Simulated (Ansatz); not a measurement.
## NbH2(331) slab (72 atoms): geometry optimisation

How does NbH2(331) slab (72 atoms) relax, and what do bonds, charges and levels look like afterwards?

Method: Kohn-Sham DFT, LDA, PAW (set soft_2), plane waves, in Ansatz 0.2.0.

**1. Set-up**

The cell holds 72 atoms: 24 Nb and 48 H. Its edges and angles: a = 9.680 Å, b = 7.215 Å, c = 21.851 Å, α = 90.0°, β = 90.0°, γ = 102.9°. It derives from NbH2 (fluorite-type). Fluorite-type NbH2 (a = 4.563 Å), (331) slab of 8 repeat layers, 3 x 1 surface cells, 14 Å of vacuum; atoms within 2.51 Å of the bottom held; not relaxed, displaced by a Gaussian of 0.02 Å. Vacuum lies along c.

**2. Single point at the start**

A single point comes first, to see the forces before anything moves.

input.yaml

```yaml
crystal:
  lattice:
    - [9.67958, 0.0, 0.0]
    - [-1.61326, 7.03206, 0.0]
    - [0.0, 0.0, 21.85118]
  atoms:
    - { symbol: Nb, position: [0.00085, 0.9876, 0.33244] }
    - { symbol: H, position: [0.86088, 0.14494, 0.32145] }
    - { symbol: H, position: [0.80672, 0.83193, 0.34394] }
    - { symbol: Nb, position: [0.8925, 0.36143, 0.38133] }
    - { symbol: H, position: [0.7517, 0.51424, 0.3667] }
    - { symbol: H, position: [0.69944, 0.19786, 0.39247] }
    - { symbol: Nb, position: [0.7895, 0.724, 0.42848] }
    - { symbol: H, position: [0.98207, 0.88233, 0.41656] }
    - { symbol: H, position: [0.92532, 0.56893, 0.44032] }
    - { symbol: Nb, position: [0.68311, 0.09279, 0.47601] }
    - { symbol: H, position: [0.87791, 0.25011, 0.46346] }
    - { symbol: H, position: [0.82329, 0.93761, 0.48848] }
    - { symbol: Nb, position: [0.91003, 0.46251, 0.52461] }
    - { symbol: H, position: [0.77262, 0.62049, 0.51168] }
    - { symbol: H, position: [0.71951, 0.30552, 0.53501] }
    - { symbol: Nb, position: [0.80301, 0.82994, 0.57232] }
    - { symbol: H, position: [0.99886, 0.98173, 0.56034] }
    - { symbol: H, position: [0.94552, 0.67351, 0.58361] }
    - { symbol: Nb, position: [0.7005, 0.1944, 0.6194] }
    - { symbol: H, position: [0.8943, 0.35567, 0.60732] }
    - { symbol: H, position: [0.83848, 0.04173, 0.63184] }
    - { symbol: Nb, position: [0.92746, 0.56355, 0.66847] }
    - { symbol: H, position: [0.78631, 0.72629, 0.65513] }
    - { symbol: H, position: [0.73356, 0.41271, 0.68005] }
    - { symbol: Nb, position: [0.66641, 0.98848, 0.33159] }
    - { symbol: H, position: [0.52469, 0.14426, 0.32006] }
    - { symbol: H, position: [0.47077, 0.8309, 0.34299] }
    - { symbol: Nb, position: [0.55871, 0.35446, 0.37904] }
    - { symbol: H, position: [0.41907, 0.51683, 0.36768] }
    - { symbol: H, position: [0.36388, 0.19431, 0.39255] }
    - { symbol: Nb, position: [0.45435, 0.72195, 0.42761] }
    - { symbol: H, position: [0.64708, 0.88251, 0.41659] }
    - { symbol: H, position: [0.59741, 0.56963, 0.44074] }
    - { symbol: Nb, position: [0.35, 0.09576, 0.47462] }
    - { symbol: H, position: [0.54329, 0.25723, 0.4632] }
    - { symbol: H, position: [0.48849, 0.93296, 0.48834] }
    - { symbol: Nb, position: [0.57627, 0.46303, 0.52538] }
    - { symbol: H, position: [0.43911, 0.62282, 0.51379] }
    - { symbol: H, position: [0.3855, 0.30629, 0.53544] }
    - { symbol: Nb, position: [0.47218, 0.83384, 0.57282] }
    - { symbol: H, position: [0.66112, 0.98681, 0.56016] }
    - { symbol: H, position: [0.61025, 0.6744, 0.58359] }
    - { symbol: Nb, position: [0.36363, 0.19944, 0.61906] }
    - { symbol: H, position: [0.55751, 0.3559, 0.6061] }
    - { symbol: H, position: [0.51205, 0.04204, 0.62974] }
    - { symbol: Nb, position: [0.59433, 0.56782, 0.66734] }
    - { symbol: H, position: [0.45352, 0.72385, 0.65537] }
    - { symbol: H, position: [0.40383, 0.4106, 0.67769] }
    - { symbol: Nb, position: [0.33009, 0.98475, 0.33256] }
    - { symbol: H, position: [0.19389, 0.14843, 0.32113] }
    - { symbol: H, position: [0.13889, 0.83043, 0.34561] }
    - { symbol: Nb, position: [0.22776, 0.35681, 0.37997] }
    - { symbol: H, position: [0.08449, 0.5116, 0.36948] }
    - { symbol: H, position: [0.03667, 0.20014, 0.39097] }
    - { symbol: Nb, position: [0.11809, 0.72531, 0.42777] }
    - { symbol: H, position: [0.31762, 0.88763, 0.41677] }
    - { symbol: H, position: [0.26192, 0.56873, 0.43898] }
    - { symbol: Nb, position: [0.01507, 0.08919, 0.47656] }
    - { symbol: H, position: [0.21109, 0.25609, 0.46392] }
    - { symbol: H, position: [0.15777, 0.93478, 0.48863] }
    - { symbol: Nb, position: [0.24419, 0.45871, 0.52505] }
    - { symbol: H, position: [0.10235, 0.61924, 0.51323] }
    - { symbol: H, position: [0.05162, 0.30665, 0.535] }
    - { symbol: Nb, position: [0.14287, 0.83327, 0.5717] }
    - { symbol: H, position: [0.33008, 0.99007, 0.56133] }
    - { symbol: H, position: [0.27782, 0.66926, 0.58272] }
    - { symbol: Nb, position: [0.02941, 0.19579, 0.61865] }
    - { symbol: H, position: [0.22698, 0.3582, 0.60832] }
    - { symbol: H, position: [0.17381, 0.03636, 0.63272] }
    - { symbol: Nb, position: [0.26189, 0.56525, 0.66842] }
    - { symbol: H, position: [0.12273, 0.71981, 0.65659] }
    - { symbol: H, position: [0.0689, 0.40643, 0.67946] }
kpoints:
  mp_grid: { grid: [2, 2, 1] }
hamiltonian:
  xc: lda
scf:
  occupations: { method: gaussian, width: 0.025 }
output:
  forces: true
  populations: true
  dos:
    method: { smearing: { sigma: 0.08 } }
    de: 0.1
    projected: { site_lists: { H: [H], Nb: [Nb] } }
  eigenvalues: true
```

Run with:

```sh
ansatz run input.yaml --threads 8 --pin off --max-ram 15872MiB --backend cpu --events-out ev --progress --plain --runs-dir out
```

Numbers of over 12 decimals in the logs are rounded to 6 here.

The log of the run:

```text
Engine: ansatz 0.2.0, aarch64-unknown-linux-gnu
Pseudopotentials: kind: paw
Pseudopotential: Nb, paw, valence charge 13, recommended cutoff 420 eV (normal), Nb.paw.azcp
Pseudopotential: H, paw, valence charge 1, recommended cutoff 420 eV (normal), H.paw.azcp
Functional definition: SPW92
  exchange = slater_x
  correlation = pw_c
Crystal: 72 atoms, lattice volume = 1487.353 Å³
Basis set: ecut = 420 eV, 29019 PW (Γ)
Bands: 252, of which v1, the nominal top of the filled ones, is band 180 counted from 1 (179 counted from 0)
Symmetry: 1 space group operations
Space group: P1 (ITA 1), of the structure as read, at distance tolerance 1.1e-4 Å
k-points: 4
Non-local potential: Nb, projectors of the file, l = 0: 3, l = 1: 2, l = 2: 2, l = 3: 1
Non-local potential: H, projectors of the file, l = 0: 2, l = 1: 1
PAW form: soft (Blöchl's): semilocal exchange-correlation on the pseudo side does not see the compensation charge
PAW frozen core: Nb, regenerated for the run's functional, and the local potential with it (the file was generated under x = pbe(κ = 0.804, μ = 0.219515), c = pbe(β = 0.066725))
PAW one-centre angular grid: Nb, 590 points (default); XC on 64 Gauss nodes
PAW one-centre angular grid: H, 110 points (default); XC on 64 Gauss nodes
Initial density: superposition of atomic densities (neutral atoms: chi_scale 0, normalization atom), corrected by the library's trained network
Initial wavefunctions: pseudopotential atomic-orbital guess
Functional: x = slater, c = lda
SCF iter   1: F=—  HF=-107376.331310 eV  |F-HF|=—  |Δ(HF+E_count)|=         —  Δρ=8.89e-3  dr2=1.69e0  ethr=1.77e-3  ⟨swp⟩=8.0  Hψ=4186  notcnv=0  defer=163
preconditioner: auto → LDOS  [insulator: Δε(μ)=0.028 eV  Ē_g=6.070 eV  σ=0.025 eV  W_gap=0.56  n_scr=260 (ndim 8)  ℏωp=12.5 eV  f_vac=0.532  D(μ)=34.15/eV (n_scr^D=218)  ε∞_Penn≈5.2  β→1.0]
SCF iter   2: F=—  HF=-107376.086271 eV  |F-HF|=—  |Δ(HF+E_count)|=   2.45e-1  Δρ=3.80e-3  dr2=3.89e-1  ethr=4.71e-4  ⟨swp⟩=2.0  Hψ=1527  notcnv=0  defer=257
SCF iter   3: F=—  HF=-107376.043160 eV  |F-HF|=—  |Δ(HF+E_count)|=   4.31e-2  Δρ=9.64e-4  dr2=2.98e-2  ethr=1.08e-4  ⟨swp⟩=2.0  Hψ=1100  notcnv=0  defer=257
SCF iter   4: F=—  HF=-107376.040362 eV  |F-HF|=—  |Δ(HF+E_count)|=   2.80e-3  Δρ=2.75e-4  dr2=3.24e-3  ethr=8.27e-6  ⟨swp⟩=2.2  Hψ=1111  notcnv=0  defer=257
SCF iter   5: F=—  HF=-107376.040294 eV  |F-HF|=—  |Δ(HF+E_count)|=   6.74e-5  Δρ=1.17e-4  dr2=5.30e-4  ethr=8.99e-7  ⟨swp⟩=2.0  Hψ=1073  notcnv=0  defer=257
SCF iter   6: F=—  HF=-107376.040297 eV  |F-HF|=—  |Δ(HF+E_count)|=   2.31e-6  Δρ=4.76e-5  dr2=1.28e-4  ethr=1.47e-7  ⟨swp⟩=2.2  Hψ=1072  notcnv=0  defer=257
SCF iter   7: F=—  HF=-107376.040296 eV  |F-HF|=—  |Δ(HF+E_count)|=   8.55e-7  Δρ=1.84e-5  dr2=1.18e-5  ethr=3.57e-8  ⟨swp⟩=2.0  Hψ=1089  notcnv=0  defer=257
SCF iter   8: F=—  HF=-107376.041209 eV  |F-HF|=—  |Δ(HF+E_count)|=   9.13e-4  Δρ=9.27e-6  dr2=5.35e-6  ethr=3.27e-9  ⟨swp⟩=2.0  Hψ=1238  notcnv=0  defer=257
SCF iter   9: F=—  HF=-107376.041209 eV  |F-HF|=—  |Δ(HF+E_count)|=   8.30e-8  Δρ=3.79e-6  dr2=7.68e-7  ethr=1.49e-9  ⟨swp⟩=2.0  Hψ=912  notcnv=0  defer=257
SCF iter  10: F=—  HF=-107376.041209 eV  |F-HF|=—  |Δ(HF+E_count)|=   6.18e-8  Δρ=2.10e-6  dr2=2.59e-7  ethr=2.13e-10  ⟨swp⟩=2.0  Hψ=1070  notcnv=0  defer=257
SCF iter  11: F=-107376.041209 eV  HF=-107376.041209 eV  |F-HF|=2.19e-8  |Δ(HF+E_count)|=   6.64e-9  Δρ=7.56e-7  dr2=2.91e-8  ethr=2.78e-11  ⟨swp⟩=16.0  Hψ=5420  notcnv=0
SCF 1 converged in 11 iterations: F = -107376.041209 eV  dr2 = 2.91e-8
  greatest PAW one-centre occupation: 0.997 electrons in one spin orbital (limit 2), on the Nb atom at site 39 (counted from 0), in its partial waves of l = 0
SCF converged after 11 iterations
Free energy (F): -107376.041209 eV
Harris-Foulkes:  -107376.041209 eV  (|F-HF|=2.19e-8)
Internal energy: -107376.026734 eV  (E = F + TS)
E sigma→0 (E₀):  -107376.033971 eV
Entropy (-TS):   -0.014475 eV (-0.201 meV/atom)
Fermi energy:    3.175829 eV
--- Per-component energies (eV) ---
  E_band       = -6668.368402
  E_kinetic    = 10091.355895
  E_local      = -258253.063020  (includes V_loc(G=0)·N_el)
  E_nonlocal   = 3048.397085
  E_hartree    = 123381.232804
  E_xc         = -4594.119644
  E_vxc        = -5636.368366  (∫ρ·V_xc dr)
  E_paw        = -71182.410802  (= ΣΔE_a)
  E_vpaw       = -2681.122539  (= ΣTr[D̂ρ^β])
  E_aug_tail   = -0.056304  (compensation charges beyond the density's cutoff)
  E_ewald      = 90122.420589
  E_core_change = 10.216664  (= ΣΔE_core)
  E_smearing   = -0.014475  (= −TS)
  E_closure    = -0.000000  (closes the sum)
  Σ components = -107376.041209   (vs F -107376.041209, Δ=0.00e0)
--- Forces (eV/Å), atoms counted from 1 ---
  atom   1  Nb    -0.04293114     1.08815685     2.41493233
  atom   2  H     -0.08416642     0.09012055    -0.42664765
  atom   3  H      0.03680409     0.00021486    -0.29289415
  atom   4  Nb     0.11281503    -1.54386717     0.95513343
  atom   5  H     -0.01636608    -0.01597450    -0.10324059
  atom   6  H      0.00895545    -0.10047088    -0.40231446
  atom   7  Nb    -0.31125860     0.18591477    -0.15351943
  atom   8  H     -0.10276297     0.10259254    -0.29222541
  atom   9  H      0.16291924    -0.03928576     0.02936440
  atom  10  Nb    -0.21240575     0.30202925    -0.31116521
  atom  11  H     -0.08427093     0.11421829    -0.09517066
  atom  12  H     -0.03763971    -0.14674763    -0.06643145
  atom  13  Nb     0.14457264    -0.32601123     0.08933028
  atom  14  H     -0.13303830     0.04129960     0.14025316
[...]
atom  71  H     -0.14114142     0.07451921     0.25013809
  atom  72  H     -0.06396829    -0.03216173     0.43232896
  max |Σ_I F_I| component: 8.16e-5 eV/Å
--- Band table (eV) ---
  k-point 0: bands = ["-52.0294", "-52.0215", "-52.0042", "-51.9930", [... 236 levels ...], "6.8673", "6.8944", "7.0550", "7.0931", "7.1388", "7.3204", "7.3549", "7.4281", "7.5773", "7.5905", "7.7580", "7.8933"]
[...]
--- Löwdin populations: 72 sites ---
  site symbol       q [e]
     0     Nb     12.6789
     1      H      1.1474
     2      H      1.1346
[...]
71      H      1.1454
  spilling = 0.003828 (of n_electrons = 360.000000)
```

Elapsed: 29 s, on 8 threads of Arm Neoverse V2, shared host; peak memory 6.1 GiB; 3.7 min of CPU time.

The column dr2 measures how far the density is from self-consistency, as an energy; F and HF (Harris–Foulkes) agree once it is small.

Numbers from this run:

```yaml
free_energy: -107376.0412 eV
free_energy_per_atom: -1491.3339 eV/atom
scf_cycles: 11
r_m_s_force_component: 0.5682 eV/Å
longest_force: 2.77 eV/Å
fermi_energy: 3.176 eV
levels_partly_filled_by_over_2_per_cent: 8
spilling_of_the_projection: 0.003828
```

The r.m.s. force component of 0.57 eV/Å sets the starting point.

Neighbours are counted within 2.43 Å (H-Nb), cutoffs set anew for this text.

Length of the force by element and coordination:

| element | coordination | atoms | mean length of the force (eV/Å) | spread | least | most |
| --- | --- | --- | --- | --- | --- | --- |
| H | all | 48 | 0.324 | 0.138 | 0.106 | 0.653 |
| H | 3 | 18 | 0.384 | 0.123 | 0.106 | 0.571 |
| H | 4 | 30 | 0.288 | 0.135 | 0.115 | 0.653 |
| Nb | all | 24 | 1.31 | 0.969 | 0.171 | 2.77 |
| Nb | 6 | 6 | 2.68 | 0.054 | 2.60 | 2.77 |
| Nb | 7 | 6 | 1.74 | 0.189 | 1.52 | 2.11 |
| Nb | 8 | 12 | 0.414 | 0.162 | 0.171 | 0.738 |

**3. Relaxation**

With the cell held, the atoms are moved downhill towards a nearby minimum.

input.yaml, the sections that differ from step 2:

```yaml
output:
  forces: true
relax:
  f_tol: 0.05
  max_steps: 113
  constraints:
    - { sites: [0, 1, 2, 3, 4, 5, 6, 7, 24, 25, 26, 27, 28, 29, 30, 31, 48, 49, 50, 51, 52, 53, 54, 55], fix: xyz }
# crystal, kpoints, hamiltonian, scf: as in step 2
```

The log of the run:

```text
[...]
Crystal: 72 atoms, lattice volume = 1487.353 Å³
Basis set: ecut = 420 eV, 29019 PW (Γ)
Bands: 252, of which v1, the nominal top of the filled ones, is band 180 counted from 1 (179 counted from 0)
Symmetry: 1 space group operations
[...]
k-points: 4
[...]
SCF iter   1: F=—  HF=-107376.331310 eV  |F-HF|=—  |Δ(HF+E_count)|=         —  Δρ=8.89e-3  dr2=1.69e0  ethr=1.77e-3  ⟨swp⟩=8.0  Hψ=4186  notcnv=0  defer=163
[...]
SCF iter   7: F=-107376.041203 eV  HF=-107376.041208 eV  |F-HF|=4.91e-6  |Δ(HF+E_count)|=   3.32e-6  Δρ=1.70e-5  dr2=1.04e-5  ethr=1.74e-8  ⟨swp⟩=3.0  Hψ=3017  notcnv=0
SCF 1 converged in 7 iterations: F = -107376.041203 eV  dr2 = 1.04e-5
[...]
relax step   1: F+E_penalty+E_count = -107376.04120274 eV  Δ(F+E_penalty+E_count) = +0.000e0 eV  max|allowed force component| = 2.560e0 eV/Å  Δτ_max = 0.0000 Å  (7 SCF iters, dr2 threshold 6.25e-5 eV, accepted)
[...]
relax step   2: F+E_penalty+E_count = -107377.63834857 eV  Δ(F+E_penalty+E_count) = -1.597e0 eV  max|allowed force component| = 6.022e-1 eV/Å  Δτ_max = 0.1949 Å  (8 SCF iters, dr2 threshold 1.00e-4 eV, accepted)
[...]
relax step   3: F+E_penalty+E_count = -107378.18443978 eV  Δ(F+E_penalty+E_count) = -5.461e-1 eV  max|allowed force component| = 2.066e-1 eV/Å  Δτ_max = 0.2000 Å  (8 SCF iters, dr2 threshold 2.27e-5 eV, accepted)
relax step   4: F+E_penalty+E_count = -107378.28839313 eV  Δ(F+E_penalty+E_count) = -1.040e-1 eV  max|allowed force component| = 1.065e-1 eV/Å  Δτ_max = 0.0753 Å  (7 SCF iters, dr2 threshold 2.67e-6 eV, accepted)
relax step   5: F+E_penalty+E_count = -107378.28978753 eV  Δ(F+E_penalty+E_count) = -1.394e-3 eV  max|allowed force component| = 1.672e-1 eV/Å  Δτ_max = 0.0786 Å  (8 SCF iters, accepted)
relax step   6: F+E_penalty+E_count = -107378.29873359 eV  Δ(F+E_penalty+E_count) = -8.946e-3 eV  max|allowed force component| = 3.260e-2 eV/Å  Δτ_max = 0.0339 Å  (5 SCF iters, dr2 threshold 7.43e-6 eV, accepted)
[...]
relax step   7: F+E_penalty+E_count = -107378.29873822 eV  Δ(F+E_penalty+E_count) = -4.628e-6 eV  max|allowed force component| = 3.281e-2 eV/Å  Δτ_max = 0.0000 Å  (4 SCF iters, accepted)
SCF converged after 4 iterations
Free energy (F): -107378.298738 eV
[...]
Internal energy: -107378.291078 eV  (E = F + TS)
E sigma→0 (E₀):  -107378.294908 eV
Entropy (-TS):   -0.007660 eV (-0.106 meV/atom)
Fermi energy:    3.157523 eV
[...]
--- Forces (eV/Å), atoms counted from 1 ---
  atom   1  Nb    -0.03940706     0.98596443     2.05785338
  atom   2  H     -0.08216309     0.08498282    -0.43684266
  atom   3  H      0.03781702    -0.02597537    -0.33195341
  atom   4  Nb     0.06551785    -1.46823156     0.30290135
  atom   5  H     -0.01388457    -0.04357711    -0.14524993
  atom   6  H      0.00234085     0.04037023    -0.75453774
  atom   7  Nb    -0.28868120     0.37290297    -0.58535435
  atom   8  H     -0.12333559     0.00474475    -0.40690132
  atom   9  H      0.00285467    -0.00072080     0.00108506
  atom  10  Nb     0.00316280    -0.02063929     0.01534797
  atom  11  H     -0.00074069     0.00122004     0.00581886
  atom  12  H     -0.00320059     0.00725349     0.00515692
  atom  13  Nb    -0.00192693    -0.01123525    -0.00943544
  atom  14  H      0.00339577    -0.00008908    -0.00209256
[...]
atom  71  H     -0.00196130     0.00554731    -0.00633469
  atom  72  H      0.00227284     0.00193183     0.00070826
  max |Σ_I F_I| component: 2.66e-4 eV/Å
--- Relaxed structure (7 steps of the walk, 7 accepted, 0 SCFs on fresh bases) ---
  F+E_penalty+E_count = -107378.29873822 eV   max|allowed force component| = 3.281e-2 eV/Å
  atoms:
    - { symbol: Nb, position: [0.00085, 0.9876, 0.33244] }
    - { symbol: H, position: [0.86088, 0.14494, 0.32145] }
    - { symbol: H, position: [0.80672, 0.831930, 0.34394] }
    - { symbol: Nb, position: [0.892500, 0.361430, 0.381330] }
[...]
- { symbol: H, position: [0.069180, 0.399942, 0.677174] }
```

It took 80 s on 8 threads; peak memory 6 GiB; 10 min of CPU time.

Step by step:

| step | energy less that of the first step (eV) | largest force component, free atoms (eV/Å) |
| --- | --- | --- |
| 1 | 0.0000 | 2.5600 |
| 2 | -1.5971 | 0.6022 |
| 3 | -2.1432 | 0.2066 |
| 4 | -2.2472 | 0.1065 |
| 5 | -2.2486 | 0.1672 |
| 6 | -2.2575 | 0.0326 |
| 7 | -2.2575 | 0.0328 |

The atoms that moved most (Å):

| atom | dx | dy | dz | length |
| --- | --- | --- | --- | --- |
| Nb70 | 0.022 | -0.157 | -0.440 | 0.467 |
| Nb22 | 0.024 | -0.155 | -0.439 | 0.466 |
| Nb46 | 0.029 | -0.180 | -0.413 | 0.452 |
| H68 | -0.013 | -0.109 | -0.262 | 0.284 |
| H20 | -0.019 | -0.104 | -0.231 | 0.254 |
| Nb19 | -0.022 | 0.109 | -0.223 | 0.249 |
| H44 | 0.013 | -0.096 | -0.212 | 0.233 |
| Nb43 | 0.018 | 0.077 | -0.213 | 0.228 |

The relaxation changed the energy by -31.4 meV/atom, and atoms moved by 0.15 Å r.m.s., 0.47 Å at most.

**4. Structure statistics after relaxation**

Bonds before and after, by the cutoffs listed below:

| pair | bonds before | bonds after | mean before (Å) | mean after (Å) | spread before (Å) | spread after (Å) |
| --- | --- | --- | --- | --- | --- | --- |
| H-Nb | 174 | 174 | 1.976 | 1.959 | 0.025 | 0.039 |

Normalised to the volume that the atoms fill. Pair distribution functions g(r), in bins of 0.1 Å:

| r (Å) | total | H-H | H-Nb | Nb-Nb |
| --- | --- | --- | --- | --- |
| 1.75 | 0.00 | 0.00 | 0.00 | 0.00 |
| 1.85 | 1.06 | 0.00 | 2.38 | 0.00 |
| 1.95 | 7.18 | 0.00 | 16.20 | 0.00 |
| 2.05 | 1.05 | 0.00 | 2.36 | 0.00 |
| 2.15 | 0.65 | 1.46 | 0.00 | 0.00 |
| 2.25 | 2.84 | 6.38 | 0.00 | 0.00 |
| 2.35 | 0.99 | 2.22 | 0.00 | 0.00 |
| 2.45 | 0.41 | 0.93 | 0.00 | 0.00 |
| 2.55 | 0.00 | 0.00 | 0.00 | 0.00 |
| 2.65 | 0.00 | 0.00 | 0.00 | 0.00 |
| 2.75 | 0.00 | 0.00 | 0.00 | 0.00 |
| 2.85 | 0.02 | 0.00 | 0.00 | 0.22 |
| 2.95 | 0.19 | 0.00 | 0.00 | 1.70 |
| 3.05 | 0.41 | 0.88 | 0.00 | 0.20 |
| 3.15 | 2.39 | 3.24 | 0.00 | 8.54 |
| 3.25 | 3.83 | 5.93 | 0.00 | 10.80 |
| 3.35 | 0.15 | 0.33 | 0.00 | 0.00 |
| 3.45 | 0.29 | 0.12 | 0.54 | 0.00 |
| 3.55 | 0.08 | 0.00 | 0.18 | 0.00 |
| 3.65 | 1.01 | 0.00 | 2.28 | 0.00 |
| 3.75 | 3.96 | 0.23 | 8.68 | 0.00 |
| 3.85 | 1.40 | 0.90 | 2.26 | 0.00 |
| 3.95 | 1.54 | 3.02 | 0.44 | 0.00 |
| 4.05 | 0.15 | 0.34 | 0.00 | 0.00 |
| 4.15 | 0.00 | 0.00 | 0.00 | 0.00 |
| 4.25 | 0.00 | 0.00 | 0.00 | 0.00 |
| 4.35 | 0.07 | 0.00 | 0.00 | 0.59 |
| 4.45 | 0.43 | 0.65 | 0.00 | 1.29 |
| 4.55 | 0.81 | 1.14 | 0.07 | 2.50 |
| 4.65 | 0.30 | 0.49 | 0.19 | 0.00 |
| 4.75 | 0.17 | 0.00 | 0.33 | 0.24 |
| 4.85 | 0.89 | 0.17 | 1.84 | 0.00 |
| 4.95 | 2.48 | 0.98 | 4.60 | 0.00 |
| 5.05 | 1.93 | 3.48 | 0.86 | 0.00 |
| 5.15 | 1.01 | 2.27 | 0.00 | 0.00 |
| 5.25 | 0.19 | 0.17 | 0.00 | 1.01 |
| 5.35 | 0.20 | 0.31 | 0.00 | 0.58 |
| 5.45 | 0.45 | 0.71 | 0.00 | 1.17 |
| 5.55 | 2.16 | 3.02 | 0.09 | 6.99 |
| 5.65 | 1.00 | 1.64 | 0.23 | 1.51 |
| 5.75 | 0.34 | 0.08 | 0.60 | 0.34 |
| 5.85 | 1.15 | 0.00 | 2.59 | 0.00 |
| 5.95 | 1.18 | 0.00 | 2.64 | 0.05 |
| 6.05 | 0.16 | 0.00 | 0.33 | 0.10 |

Bonds by pair of elements; cutoffs follow the first minimum of g(r), held within bounds set by covalent radii, and pairs that aren't listed don't count as bonded (cutoffs were set anew for this text, so counts can differ from the run's own analysis):

| pair A-B | cutoff (Å) | bonds | mean length (Å) | spread (Å) | shortest (Å) | B about A | A about B |
| --- | --- | --- | --- | --- | --- | --- | --- |
| H-Nb | 2.43 | 174 | 1.96 | 0.039 | 1.81 | 3.62 | 7.25 |

How many atoms have how many bonded neighbours:

| element | mean | 3 | 4 | 6 | 7 | 8 |
| --- | --- | --- | --- | --- | --- | --- |
| H | 3.62 | 18 | 30 | 0 | 0 | 0 |
| Nb | 7.25 | 0 | 0 | 6 | 6 | 12 |

Bond angles, per cent of each kind in bins of 5°:

| angle (°) | H-Nb-H | Nb-H-Nb |
| --- | --- | --- |
| 65–70 | 17.0 | 0.0 |
| 70–75 | 22.5 | 0.0 |
| 75–80 | 3.3 | 0.0 |
| 80–85 | 0.7 | 0.0 |
| 85–90 | 0.0 | 0.0 |
| 90–95 | 0.0 | 0.4 |
| 95–100 | 0.0 | 3.4 |
| 100–105 | 2.5 | 4.3 |
| 105–110 | 21.9 | 53.4 |
| 110–115 | 14.3 | 37.2 |
| 115–120 | 2.5 | 1.3 |
| 120–125 | 1.1 | 0.0 |
| 125–130 | 0.0 | 0.0 |
| 130–135 | 0.0 | 0.0 |
| 135–140 | 0.0 | 0.0 |
| 140–145 | 0.0 | 0.0 |
| 145–150 | 0.0 | 0.0 |
| 150–155 | 0.0 | 0.0 |
| 155–160 | 0.0 | 0.0 |
| 160–165 | 1.1 | 0.0 |
| 165–170 | 0.5 | 0.0 |
| 170–175 | 2.0 | 0.0 |
| 175–180 | 10.5 | 0.0 |

Bond angles (no mean is given where the spread exceeds 20°):

| angle | count | mean (°) | spread (°) |
| --- | --- | --- | --- |
| H-Nb-H | 552 | - | - |
| Nb-H-Nb | 234 | 109 | 3.5 |

For some of the pairs, g(r) has its first main peak near 2.26 Å (H-H), 1.96 Å (H-Nb) and 3.20 Å (Nb-Nb). By these cutoffs 62 % of H atoms have 4 and 50 % of Nb atoms have 8 bonded neighbours.

[end of part 1 of 2]

[Logs are printed without paths, hosts, clocks, repeated set-up lines and the standing remarks that a program may print on its own settings, such as how far it seeks lower states.]

[Hosts, paths, dates, database ids (printed as entryN), source tags and the programs' standing remarks are cut or masked in the printed files.]
